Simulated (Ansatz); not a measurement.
# La on Ni(111): change of the work function, part 4 of 4

Wanted: Δφ(θ) for La/Ni(111), starting from the fcc site.

Ansatz 0.2.0; plane-wave DFT, PBE, Ansatz PAW.

So far, work function, upper face (eV): step 2 (the clean slab) 5.07; step 3 (37 atoms, coverage 0.111 ML, cell 3x3) 2.40.

## (4) Adsorbate added, k-mesh 6×6×1, coverage 0.25 ML (continued)

Projected DOS per atom, spin down over height of the atomic layer and energy from the Fermi level. Layers: Ni4 Ni4 Ni4 Ni4 La from below.

Values in states/eV, 22 rows by 5 columns, each cell a mean:
```
 0.2  0.2  0.1  0.2 10.7
 0.1  0.1  0.2  0.2  1.9
 0.2  0.2  0.2  0.2  1.3
 0.7  0.7  0.6  0.3  0.7
 1.8  1.6  1.5  1.0  0.4
 1.6  1.1  1.3  1.3  0.4
 1.3  1.0  1.2  1.3  0.5
 1.8  1.3  1.3  1.2  0.6
 1.3  1.2  1.1  1.6  0.6
 0.7  0.9  0.9  1.4  0.6
 0.7  0.8  0.7  1.0  0.3
 0.5  0.9  0.9  0.7  0.2
 0.3  0.6  0.5  0.5  0.2
 0.2  0.5  0.5  0.3  0.1
 0.1  0.2  0.2  0.1  0.1
 0.1  0.1  0.1  0.1  0.1
 0.1  0.1  0.1  0.1  0.0
 0.1  0.1  0.1  0.1  0.0
 0.0  0.1  0.1  0.1  0.0
 0.0  0.1  0.1  0.0  0.0
 0.0  0.1  0.1  0.0  0.0
 0.0  0.0  0.0  0.0  0.0
```
Columns: height of the atomic layer (Å) from 9 to 17.2; rows upwards: energy from the Fermi level (eV) from -7.96 to 1.95.

Site moment by atom:

```
atom  site moment (μB)
 Ni1             0.711
 Ni2             0.713
 Ni3             0.614
 Ni4             0.197
 Ni5             0.711
 Ni6             0.718
 Ni7             0.614
 Ni8             0.197
 Ni9             0.711
Ni10             0.718
Ni11             0.614
Ni12             0.197
Ni13             0.706
Ni14             0.718
Ni15             0.609
Ni16             0.347
La17            -0.033
```

Spin density in the ca plane at fractional y = 0.167, with atoms of Ni and La within 0.2 Å of it.

Ten even steps from '0' (0.0 e/Å³) to '9' (1.9 e/Å³), each cell a mean:
```
00000000000000000000000000000000000000000000
00000000000000000000000000000000000000000000
00000000100000000000000000000000000000000000
00000016710000000000000000000000000000000000
00000016810000000000000000000000000000000000
00000001100000000000000000000000000000000000
00000000000000000000000000000000000000000000
00000000000000000000000000000000000000000000
00000000000000000000000000000000000000000000
00000002300000000000000000000000000000000000
00000018920000000000000000000000000000000000
00000003410000000000000000000000000000000000
00000000000000000000000000000000000000000000
```
Columns run along c (16.0 Å, from fractional 0.30 to 0.89 of the cell), rows up along a (5.0 Å). Atoms in or near the plane, at fractional coordinates: Ni at (0.41, 0.17), Ni at (0.41, 0.67), La at (0.63, 0.17).

Electrostatic potential energy in the ca plane at fractional y = 0.167, with atoms of Ni and La within 0.2 Å of it. With pseudopotentials it is smooth inside the atoms' cores, unlike the true potential.

Ten even steps from '0' (-44 eV) to '9' (7 eV), each cell a mean:
```
85458998899864589854688766789999999999999999
86568988889975589865799988899999999999999999
98889852258987899988899999999999999999999999
99999720016999999999999999999999999999999999
99999710006999999999999999999999999999999999
98889851148988899988899999999999999999999999
86568987789975689865799998999999999999999999
85458998899864589854688877789999999999999999
97678975579976789877887422478999999999999999
99899830027998999999885111058999999999999999
99999710006999999999983054037899999999999999
99999830017999999999984011048999999999999999
97679974468987789977887311368999999999999999
```
Columns run along c (16.0 Å, from fractional 0.30 to 0.89 of the cell; values clipped at the 3rd and 97th percentile), rows up along a (5.0 Å). Atoms in or near the plane, at fractional coordinates: Ni at (0.41, 0.17), Ni at (0.41, 0.67), La at (0.63, 0.17).

Valence density in the ca plane at fractional y = 0.167, with atoms of Ni and La within 0.2 Å of it. It is the smooth field of the valence electrons, not physical close to the nuclei.

Ten steps, logarithmic in the rise over the least value, from '0' (0 e/Å³) to '9' (39 e/Å³), each cell a mean:
```
12321111111123211123211111100000000000000000
12321111111123211122210000000000000000000000
01111125531111111111100000000000000000000000
01111158962111100011100000000000000000000000
01111159962111100011100000000000000000000000
01111135641111110111100000000000000000000000
12221112211122211122210000000000000000000000
12321111111123311123211111100000000000000000
11211113321112211112111233210000000000000000
01111147751111110011112333321000000000000000
01111159962111100011112333321000000000000000
01111147852111100011112333321000000000000000
11211123321112111112111233210000000000000000
```
Columns run along c (16.0 Å, from fractional 0.30 to 0.89 of the cell), rows up along a (5.0 Å). Atoms in or near the plane, at fractional coordinates: Ni at (0.41, 0.17), Ni at (0.41, 0.67), La at (0.63, 0.17).

The relaxation took 9 steps and lowered the energy by 1.9 eV; the largest force on the free atoms ends at 0.0034 eV/Å.

By hand: a sheet of dipoles makes a step −p/(ε₀A) in the electron's potential. With e/ε₀ = 180.95 V·Å, p = 0.3125 e·Å and A = 21.46 Å², that is −180.95 × (0.3125) / 21.46 = -2.635 eV, and the two vacuum levels of the run differ by -2.635 eV.

The covered face has 2.44 eV, -2.64 eV against the clean one; the bare back face has moved by -0.01 eV, a measure of how thin the slab is.

## (5) Work function against coverage

This step: plane-wave DFT, PBE, Ansatz PAW; work function against coverage (Ansatz 0.2.0).

The runs are now put side by side.

This step gave:

| Property | Result |
| --- | --- |
| work function of the clean face | 5.072 eV |
| largest change of the work function | -2.668 eV |

Work function of the covered face against coverage:

```
coverage (adsorbates/nm²)  work function of the covered face (eV)
                     0.00                                    5.07
                     2.07                                    2.40
                     4.66                                    2.44
```

The dipole per adsorbate comes from the change of the cell's dipole. Coverage, by row:

```
coverage (1/nm²)  coverage (ML)  work function (eV)  change (eV)  dipole per adsorbate, positive end outwards (debye)  mean height of the added atoms over the highest substrate atom (Å)
           2.071         0.1111               2.404       -2.668                                                3.411                                                               2.005
            4.66           0.25               2.435       -2.637                                                1.495                                                               1.943
```

## (6) Summary of results

| Item | Value |
| --- | --- |
| work function of the clean face | 5.07 eV |
| work function at 0.11 ML | 2.40 eV |
| work function at 0.25 ML | 2.44 eV |
| dipole per adsorbate at 0.11 ML, positive end outwards | 3.41 D |

What this shows: La lowers the work function of Ni(111) at the lowest coverage, by 2.67 eV: the adsorbate layer has its positive end outwards. The slab has 4 layers, at the tabulated experimental lattice constant, one starting site was run, and quantum-size effects of a slab this thin can reach one or two tenths of an eV. The magnetic order is the one reached from the typed start; other orders were not compared.

[Long decimals in the printed logs are rounded to 6 places.]

[Logs are printed without paths, hosts, clocks, repeated set-up lines and the standing remarks that a program may print on its own settings, such as how far it seeks lower states.]

[Hosts, paths, dates, database ids (printed as entryN), source tags and the programs' standing remarks are cut or masked in the printed files.]

[Maps of the electrostatic potential energy from Ansatz leave out the sawtooth potential of an applied field or a dipole correction, so their vacuum need not be flat; planar profiles and work functions include it.]
